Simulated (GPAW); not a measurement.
# Quasiparticle gap of InF3 (R-3c) in GPAW

Aim: the G0W0 gap of InF3 (R-3c) on LDA, step by step.

Program: GPAW 26.7.0. Level of theory: LDA and many-body steps on it, plane waves. Values are calculated unless marked as measured.

This is a report of a sequence of runs, with the program logs left out and the cost of each run kept.

### Step 1. The structure

Symmetry: R-3c, No. 167, trigonal system. Conventional cell: a = 5.204 Å, b = 5.204 Å, c = 14.723 Å, α = 90.00°, β = 90.00°, γ = 120.00°. Nearest to In lie 6 F at 2.08 Å. Nearest to F lie 2 In at 2.08 Å. Farther neighbours, and contacts between anions beyond the nearest, are not listed.

As a file:

```cif
data_structure
_symmetry_space_group_name_H-M 'R-3c:H'
_symmetry_Int_Tables_number 167
_cell_length_a 5.2043
_cell_length_b 5.2043
_cell_length_c 14.7225
_cell_angle_alpha 90.000
_cell_angle_beta 90.000
_cell_angle_gamma 120.000
_cell_volume 345.33
loop_
_atom_site_label
_atom_site_type_symbol
_atom_site_symmetry_multiplicity
_atom_site_Wyckoff_symbol
_atom_site_fract_x
_atom_site_fract_y
_atom_site_fract_z
_atom_site_occupancy
In1 In 6 b 0.66667 0.33333 0.33333 1
F1 F 18 e 0.64571 0.64571 0.25000 1
```

The cell and positions are those that the Materials Project relaxed with its own functionals (PBE, PBE+U or r2SCAN), kept fixed.

### Step 2. Ground state

This step: GPAW 26.7.0; DFT, LDA, plane waves, PAW.

The ground-state density comes first.

run.py reads:

```python
import json
import numpy as np
from gpaw.mpi import world
from ase import Atoms
from gpaw import GPAW, PW, FermiDirac

atoms = Atoms(['In', 'In', 'F', 'F', 'F', 'F', 'F', 'F'],
    cell=[[2.6021411829, 1.5023469124, 4.9075061345],
      [-2.6021411829, 1.5023469124, 4.9075061345],
      [0.0000000000, -3.0046938249, 4.9075061345]],
    scaled_positions=[[0.5000000000, 0.5000000000, 0.5000000000],
      [0.0000000000, 0.0000000000, 0.0000000000],
      [0.3957092200, 0.7500000000, 0.1042907800],
      [0.7500000000, 0.1042907800, 0.3957092200],
      [0.8957092200, 0.6042907800, 0.2500000000],
      [0.2500000000, 0.8957092200, 0.6042907800],
      [0.6042907800, 0.2500000000, 0.8957092200],
      [0.1042907800, 0.3957092200, 0.7500000000]],
    pbc=(True, True, True))
calc = GPAW(mode=PW(600),
    xc='LDA',
    kpts={'size': (6, 6, 6), 'gamma': True},
    occupations=FermiDirac(0.001),
    nbands=-10,
    convergence={'density': 1e-6, 'bands': -3},
    maxiter=100,
    txt='gs.txt')
atoms.calc = calc
res = {'energy': atoms.get_potential_energy()}
kpts = calc.get_ibz_k_points()
res['kpts'] = kpts
res['eigenvalues'] = [calc.get_eigenvalues(kpt=k) for k in range(len(kpts))]
res['n_electrons'] = calc.get_number_of_electrons()
calc.write('gs.gpw')

if world.rank == 0:
    with open('result.json', 'w') as f:
        json.dump(res, f, default=lambda x: x.tolist())
```

On the command line:

```
$ mpirun -n 12 gpaw python run.py
```

Elapsed: 35 s, on 12 MPI ranks of AMD EPYC 7R43, shared host; peak memory 2.4 GiB.

Read from the output:

| Quantity | Value |
| --- | --- |
| total energy | -40.49 eV |
| gap | 4.001 eV |
| k of the valence top | 0.5, 0.5, 0 |
| k of the conduction bottom | 0, 0, 0 |
| least direct gap | 4.036 eV |

The gap is indirect, with the least direct gap 0.03 eV higher.

### Step 3. Empty states on the mesh, 4×4×4 mesh, 539 bands

The sums over transitions need many empty states on a uniform mesh; this step solves for them.

run.py reads:

```python
import json
import numpy as np
from gpaw.mpi import world
from gpaw import GPAW

calc = GPAW('gs.gpw').fixed_density(kpts={'size': (4, 4, 4), 'gamma': True},
    parallel={'domain': 1, 'band': 1},
    txt='nscf.txt')
calc.diagonalize_full_hamiltonian(nbands=539)
calc.write('full.gpw', mode='all')
res = {}
kpts = calc.get_ibz_k_points()
res['kpts'] = kpts
res['eigenvalues'] = [calc.get_eigenvalues(kpt=k) for k in range(len(kpts))]
res['n_electrons'] = calc.get_number_of_electrons()

if world.rank == 0:
    with open('result.json', 'w') as f:
        json.dump(res, f, default=lambda x: x.tolist())
```

On the command line:

```
$ mpirun -n 12 gpaw python run.py
```

Wall time 2 min (12 MPI ranks); peak memory 14 GiB.

Read from the output:

* gap: 4.001 eV
* k of the valence top: 0.5, 0.5, 0
* k of the conduction bottom: 0, 0, 0
* least direct gap: 4.036 eV
* k points computed: 14
* lowest point of the top converged band, above the valence top: 151.3178 eV

On this mesh the gap is 4.001 eV.

### Step 4. Screening and self-energy, 4×4×4 mesh, 245 bands, screening to 96 eV

G0W0 replaces the xc potential by the self-energy, built once from these orbitals. Only a window of levels is corrected, while the sums run over the empty bands that the input names.

This step: G0W0 on LDA, plane waves, PAW.

run.py reads:

```python
import json
import numpy as np
from gpaw.mpi import world
from gpaw.response.g0w0 import G0W0

gw = G0W0('full.gpw',
    filename='gw',
    kpts=[0, 11],
    bands=(32, 36),
    ecut=96,
    nbands=245,
    integrate_gamma='WS',
    ppa=True)
gw.calculate()
res = {mode: {k: v for k, v in r.items() if k != 'sigma_eskwn'}
       for mode, r in gw.all_results.items()}

if world.rank == 0:
    with open('result.json', 'w') as f:
        json.dump(res, f, default=lambda x: x.tolist())
```

On the command line:

```
$ mpirun -n 12 gpaw python run.py
```

Wall time 11 min (12 MPI ranks); peak memory 6.2 GiB; 2.2 h of CPU time.

Read from the output:

```
G0W0 gap on the mesh                         : 7.428 eV
least direct G0W0 gap on the computed points : 7.550 eV
Z at the valence top                         : 0.8039
Z at the conduction bottom                   : 0.8670
starting gap on the mesh                     : 4.001 eV
k of the valence top                         : 0.5, 0.5, 0
k of the conduction bottom                   : 0, 0, 0
```

The gap on the mesh goes from 4.00 eV to 7.43 eV, a correction of +3.43 eV.

Limits: finite bands, cutoff and mesh; no spin-orbit coupling. v1 is the top filled band, c1 the lowest empty one. The levels before and after the correction (eV, zero at the valence-band top of each column):

|  | conduction bottom | valence top |
| --- | --- | --- |
| Kohn-Sham | 4.00 | 0.00 |
| G0W0 | 7.43 | 0.00 |

|  | level | energy (eV) |
| --- | --- | --- |
| Kohn-Sham | Γ v2-v1 | -0.035 |
| Kohn-Sham | Γ c1 | 4.001 |
| Kohn-Sham | Γ c2 | 9.467 |
| Kohn-Sham | (0.5 0.5 0) v2 | -0.112 |
| Kohn-Sham | (0.5 0.5 0) v1 | 0.000 |
| Kohn-Sham | (0.5 0.5 0) c1 | 6.560 |
| Kohn-Sham | (0.5 0.5 0) c2 | 8.122 |
| G0W0 | Γ v2-v1 | -0.123 |
| G0W0 | Γ c1 | 7.428 |
| G0W0 | Γ c2 | 14.136 |
| G0W0 | (0.5 0.5 0) v2 | 0.000 |
| G0W0 | (0.5 0.5 0) v1 | -0.090 |
| G0W0 | (0.5 0.5 0) c1 | 10.586 |
| G0W0 | (0.5 0.5 0) c2 | 12.516 |

### Step 5. Where the time went

Times are wall times on 12 MPI ranks of AMD EPYC 7R43, shared host, good to a factor of about two.

| step | time | share | memory (GiB) |
| --- | --- | --- | --- |
| ground state | 35 s | 4 % | 2.4 |
| empty states on the mesh | 2 min | 15 % | 14 |
| screening and self-energy | 11 min | 81 % | 6.2 |

### Step 6. Summary of results

```yaml
lda_gap: 4.00 eV, indirect (only 35 meV under the direct gap)
g0w0_gap_on_the_mesh: 7.43 eV
gw_settings: 4×4×4 mesh, 245 bands, screening to 96 eV, Godby-Needs plasmon pole
known_limits: short of the basis limit; no spin-orbit coupling
```

**Reading.** G0W0 moves the gap on the mesh from 4.00 eV to 7.43 eV (+3.43 eV), with Z of 0.80 and 0.87 at the edges. The dearest step here is «screening and self-energy». Bands and cutoff are finite, so the gap stands short of the basis limit, usually by up to a few tenths of an eV; the mesh is an error of its own. The many-body steps are scalar-relativistic: spin-orbit coupling is not in them.

[Long decimals in the printed logs are rounded to 6 places.]

[Logs are printed without paths, hosts, clocks, repeated set-up lines and the standing remarks that a program may print on its own settings, such as how far it seeks lower states.]

[Paths, hosts, dates, memory and timing lines, banners, echoed tables and standing remarks are left out of the program output; an Ansatz launch command may be rebuilt from the run's recorded settings. Measured values are a selection of at most five: reports struck by readers or far from the other reports are left out. None is set beside runs whose start may be inverted or whose files or cutoffs have a known fault.]

[Runs of the session that timed out or met a known fault of the program may be left out.]

[Hosts, paths, dates, database ids (printed as entryN), source tags and the programs' standing remarks are cut or masked in the printed files.]

[Where the starting crystal was built by hand or by swapping elements, it need not be the compound's stable phase.]
